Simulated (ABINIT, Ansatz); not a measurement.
Records of electronic-structure calculations.

```json
{"subject": "RbAsF6 (R-3): G0W0 with ABINIT, start to end", "lattice_ang": [[3.7175, 2.1463, 2.4759], [-3.7175, 2.1463, 2.4759], [0.0, -4.2926, 2.4759]], "atoms": [["Rb", 0.5, 0.5, 0.5], ["As", 0.0, 0.0, 0.0], ["F", 0.0774, 0.712, 0.7996], ["F", 0.7996, 0.0774, 0.712], ["F", 0.288, 0.2004, 0.9226], ["F", 0.2004, 0.9226, 0.288], ["F", 0.9226, 0.288, 0.2004], ["F", 0.712, 0.7996, 0.0774]], "method": "RPA screening on PBEsol, plane waves, norm-conserving pseudopotentials (and 2 further levels or steps)", "program": "ABINIT 10.8.3", "settings": "cutoff 44 Ha, PseudoDojo scalar-relativistic 0.4 stringent, norm-conserving, ngkpt (2, 2, 2), nband 95, ecuteps 3.6 Ha, inclvkb 2, shiftk (0, 0, 0), symchi 1, awtr 1, frequency ppm, 2×2×2 k-mesh", "cost": "5 runs, 5.4 min in all on 4 MPI ranks of Arm Neoverse V1, shared host", "notes": "The cell and positions are those that the Materials Project relaxed with its own functionals (PBE, PBE+U or r2SCAN), kept fixed. Limits: no spin-orbit coupling. The 2×2×2 mesh is coarse for this cell, which bears on the long-range parts of exchange and screening.", "results": {"pbesol_gap": "5.56 eV, direct", "g0w0_gap_on_the_mesh": "10.59 eV", "gw_settings": "2×2×2 mesh, 95 bands, screening to 98 eV, Godby-Needs plasmon pole", "known_limits": "short of the basis limit; no spin-orbit coupling; coarse k mesh"}}
```

[Long decimals in the printed logs are rounded to 6 places.]

[Logs are printed without paths, hosts, clocks, repeated set-up lines and the standing remarks that a program may print on its own settings, such as how far it seeks lower states.]

[Paths, hosts, dates, memory and timing lines, banners, echoed tables and standing remarks are left out of the program output; an Ansatz launch command may be rebuilt from the run's recorded settings. Measured values are a selection of at most five: reports struck by readers or far from the other reports are left out. None is set beside runs whose start may be inverted or whose files or cutoffs have a known fault.]

[Runs of the session that timed out or met a known fault of the program may be left out.]

[Hosts, paths, dates, database ids (printed as entryN), source tags and the programs' standing remarks are cut or masked in the printed files.]

[G0W0 gaps are taken among the corrected bands and points alone; a level outside them can change the order at an edge.]

[Where Ansatz stands beside ABINIT at settings called matched, ABINIT's density can come from a denser mesh and the files from another edition; pairs whose starting gaps differed by over 0.03 eV were left out, so agreement reads better than it is.]
